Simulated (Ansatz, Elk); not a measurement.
# How far do independent atoms describe SrCaNi4?

Structure refinements treat a crystal as free atoms side by side. For a made-up structure of SrCaNi4 (cell and positions from a PBE relaxation) the runs below show what the calculated density changes in F(hkl).

Calculated with Elk 11.2.3 (patched build); DFT, PBE, all-electron APW+lo, Dirac cores, scalar-relativistic bands, static density, no spin.

This account leaves out most program logs.

The structure was built from a prototype and need not be the compound's stable phase.

## Step 1: The structure

Symmetry: F-43m, No. 216, cubic system. The conventional cell has a = 7.320 Å, b = 7.320 Å, c = 7.320 Å, α = 90.00°, β = 90.00°, γ = 90.00°. Nearest to Sr lie 12 Ni at 3.04 Å and 4 Ca at 3.17 Å. Ni has 6 Ni at 2.57 to 2.60 Å and 3 Ca at 3.03 Å and 3 Sr at 3.04 Å nearest. Ca has 12 Ni at 3.03 Å and 4 Sr at 3.17 Å nearest. Farther neighbours are not listed.

## Step 2: Ground state and structure factors

An all-electron density is needed, since X-rays see the cores too. Task 0 finds the density and task 195 Fourier-transforms it; tshift is off so that phases refer to the origin typed.

elk.in

```
tasks
  0
  195

xctype
  20

spinpol
  .false.

rgkmax
  7.0

gmaxvr
  14.0

lmaxo
  7

lmaxapw
  8

swidth
  0.002

tshift
  .false.

ramdisk
  .false.

hmaxvr
  5.5

maxscl
  120

epspot
  1e-06

sppath
  './'

avec
  -0.00000000000 6.91603621243 6.91603621243
  6.91603621243 -0.00000000000 6.91603621243
  6.91603621243 6.91603621243 -0.00000000000

atoms
  3
  'Sr.in'
  1
  0.7500000000 0.7500000000 0.7500000000   0.000000 0.000000 0.000000
  'Ni.in'
  4
  0.1256938938 0.6229183185 0.1256938938   0.000000 0.000000 0.000000
  0.1256938938 0.1256938938 0.6229183185   0.000000 0.000000 0.000000
  0.1256938938 0.1256938938 0.1256938938   0.000000 0.000000 0.000000
  0.6229183185 0.1256938938 0.1256938938   0.000000 0.000000 0.000000
  'Ca.in'
  1
  0.5000000000 0.5000000000 0.5000000000   0.000000 0.000000 0.000000

ngridk
  5 5 5
```

Started as:

```
OMP_NUM_THREADS=4 elk
```

It took 39 s on 4 threads of Arm Neoverse V1, shared host; peak memory 0.23 GiB.

SFACRHO.OUT:

```text

h k l indices transformed by vhmat matrix:
   1.000000000       0.000000000       0.000000000    
   0.000000000       1.000000000       0.000000000    
   0.000000000       0.000000000       1.000000000    

      h      k      l  multipl.   |H|            Re(F)            Im(F)           |F|

      0      0      0      1   0.0000000       170.00000     -0.11996674E-16   170.00000    
      1      1      1      4  0.78677987       18.599678      -2.6558764       18.788339    
      1      0      0      4  0.78677987       18.599678       2.6558764       18.788339    
      0     -1     -1      6  0.90849514      -17.476973     -0.26313849E-09   17.476973    
      1      2      1     12   1.2848062       44.739384     -0.35477906E-10   44.739384    
      0     -1     -2     12   1.5065688      -43.701636      -58.688098       73.171892    
     -1     -1      1     12   1.5065688      -43.701636       58.688098       73.171892    
     -2      0      0      4   1.5735597      -15.085467      -83.047816       84.406819    
      0      2      0      4   1.5735597      -15.085467       83.047816       84.406819    
      2      2      0      6   1.8169903      -38.624674      0.49149366E-07   38.624674    
     -3     -1     -1     12   1.9800193       15.176721      0.13037485       15.177281    
     -2     -2     -3     12   1.9800193       15.176721     -0.13037480       15.177281    
     -1      1      2     24   2.0314569      -13.410820     -0.20385083E-09   13.410820    
      2      3      3     12   2.2253495       35.568922       1.2339397       35.590320    
      1      0      3     12   2.2253495       35.568922      -1.2339397       35.590320    
      3      1      3     12   2.3603396      -33.590957       48.446890       58.952978    
     -1     -3     -3     12   2.3603396      -33.590957      -48.446890       58.952978    
      0      0      3      4   2.3603396      -35.161432       46.702778       58.459180
```

Elk indexes on the primitive cell of elk.in and gives |H| = 4π sin θ/λ in inverse bohr. Below, one row stands for each form hkl of the conventional cell (m members, Friedel mates merged), F is for one primitive cell and the density is static (no thermal factor). Free-atom factors are Waasmaier and Kirfel's, and R is Σm||F|−|F'||/Σm|F|.

| hkl | m | sin θ/λ (Å⁻¹) | abs F, DFT | neutral atoms | diff. | abs of complex diff. |
| --- | --- | --- | --- | --- | --- | --- |
| 111 | 8 | 0.118 | 18.788 | 18.545 | +0.243 | 0.306 |
| 200 | 6 | 0.137 | 17.477 | 17.478 | -0.001 | 0.001 |
| 220 | 12 | 0.193 | 44.739 | 44.791 | -0.051 | 0.051 |
| 311 | 24 | 0.227 | 73.172 | 73.207 | -0.035 | 0.040 |
| 222 | 8 | 0.237 | 84.407 | 84.798 | -0.392 | 0.393 |
| 400 | 6 | 0.273 | 38.625 | 39.106 | -0.482 | 0.482 |
| 331 | 24 | 0.298 | 15.177 | 15.365 | -0.188 | 0.224 |
| 420 | 24 | 0.305 | 13.411 | 13.443 | -0.032 | 0.032 |
| 422 | 24 | 0.335 | 35.590 | 35.537 | +0.053 | 0.053 |
| 511 | 24 | 0.355 | 58.953 | 59.116 | -0.163 | 0.164 |
| 333 | 8 | 0.355 | 58.459 | 58.752 | -0.293 | 0.295 |
| 440 | 12 | 0.386 | 96.469 | 96.649 | -0.180 | 0.180 |
| 531 | 48 | 0.404 | 11.967 | 11.978 | -0.011 | 0.012 |
| 442 | 24 | 0.410 | 13.260 | 13.277 | -0.017 | 0.046 |
| 600 | 6 | 0.410 | 11.129 | 11.145 | -0.016 | 0.016 |
| 620 | 24 | 0.432 | 30.794 | 30.737 | +0.057 | 0.057 |
| 533 | 24 | 0.448 | 50.499 | 50.493 | +0.007 | 0.022 |
| 622 | 24 | 0.453 | 57.641 | 57.742 | -0.101 | 0.101 |

## Step 3: The highest occupied states alone

An energy window below the Fermi level keeps the highest occupied states, to see at which angles they scatter; shallow core shells can lie inside it and anion s states outside. No new self-consistency is needed.

elk.in, as its differences from that of step 2:

```diff
@@ -1,3 +1,2 @@
 tasks
-  0
   195
@@ -40,2 +39,5 @@
 
+wsfac
+  -0.126550 0.540940
+
 sppath
```

Started as:

```
OMP_NUM_THREADS=4 elk
```

It took 15 s on 4 threads; peak memory 0.18 GiB.

States within 10 eV below the Fermi level hold 44.00 electrons; any levels below the window count with the cores. Their amplitudes can exceed the total, where window and core parts have opposite phase:

| hkl | sin θ/λ (Å⁻¹) | abs F, window | abs F, all |
| --- | --- | --- | --- |
| 111 | 0.118 | 15.516 | 18.788 |
| 200 | 0.137 | 0.231 | 17.477 |
| 220 | 0.193 | 0.021 | 44.739 |
| 311 | 0.227 | 10.560 | 73.172 |
| 222 | 0.237 | 19.844 | 84.407 |
| 400 | 0.273 | 16.983 | 38.625 |
| 331 | 0.298 | 7.666 | 15.177 |
| 420 | 0.305 | 0.151 | 13.411 |
| 422 | 0.335 | 0.319 | 35.590 |
| 511 | 0.355 | 6.267 | 58.953 |

## Step 4: Another functional

The difference from free atoms is small, so it is set against the change that LDA (Perdew-Wang) makes.

elk.in, as its differences from that of step 3:

```diff
@@ -1,2 +1,3 @@
 tasks
+  0
   195
@@ -4,3 +5,3 @@
 xctype
-  20
+  3
 
@@ -39,5 +40,2 @@
 
-wsfac
-  -0.126550 0.540940
-
 sppath
```

Started as:

```
OMP_NUM_THREADS=4 elk
```

It took 24 s on 4 threads; peak memory 0.18 GiB; 63 s of CPU time.

Against the first run R = 0.04 %; the largest change is -0.057 at 440.

## Step 5: A coarser k-mesh

About half the k-points along each axis test the sampling.

elk.in, as its differences from that of step 4:

```diff
@@ -5,3 +5,3 @@
 xctype
-  3
+  20
 
@@ -64,2 +64,2 @@
 ngridk
-  5 5 5
+  2 2 2
```

Started as:

```
OMP_NUM_THREADS=4 elk
```

Wall time 24 s (4 threads); peak memory 0.25 GiB.

Against the first run R = 0.03 %; the largest change is +0.105 at 222.

## Step 6: Settings against the effect

| run | R against the first run (%) | R against neutral atoms, low angle (%) | wall time |
| --- | --- | --- | --- |
| PBE, rgkmax 7 | 0.00 | 0.37 | 39 s |
| LDA (Perdew-Wang) | 0.04 | 0.38 | 24 s |
| k-mesh 2×2×2 | 0.03 | 0.30 | 24 s |

## Step 7: Summary of results

```
R against neutral atoms, sin θ/λ < 0.3 Å⁻¹ : 0.37 %
R against neutral atoms, 0.3 to 0.82 Å⁻¹   : 0.19 %
```

In words: Independent neutral atoms miss the calculated amplitudes by R = 0.37 % below 0.3 Å⁻¹ and 0.19 % from there to 0.82 Å⁻¹; by shells, 0.77 % below 0.15 Å⁻¹ (2 forms), 0.34 % 0.15 to 0.3 (5 forms), 0.18 % 0.3 to 0.45 (10 forms), 0.20 % above 0.45 (54 forms). Bonding, aspherical density and the tables' own atoms all enter these figures, and the runs don't part them. The largest change of an amplitude is -0.48 electrons, at 400. R counts amplitudes alone; phases shift too. The window's part falls from 44.0 electrons at the origin to at most 8.05 between 0.45 and 0.82 Å⁻¹, where compact states inside the window still scatter. Below 0.3 Å⁻¹ the changes that finished (LDA (Perdew-Wang) and k-mesh 2×2×2) move F by R = 0.08 % at most, against the 0.37 % that separates it from free atoms. The basis has no finished test. These runs have no spin, though d or f shells may be open. Part of the difference isn't bonding: the tables are fits to free atoms and ions calculated by other methods than this functional. Thermal motion, anomalous dispersion and extinction are left out.

[Logs are printed without paths, hosts, clocks, repeated set-up lines and the standing remarks that a program may print on its own settings, such as how far it seeks lower states.]

[Hosts, paths, dates, database ids (printed as entryN), source tags and the programs' standing remarks are cut or masked in the printed files.]
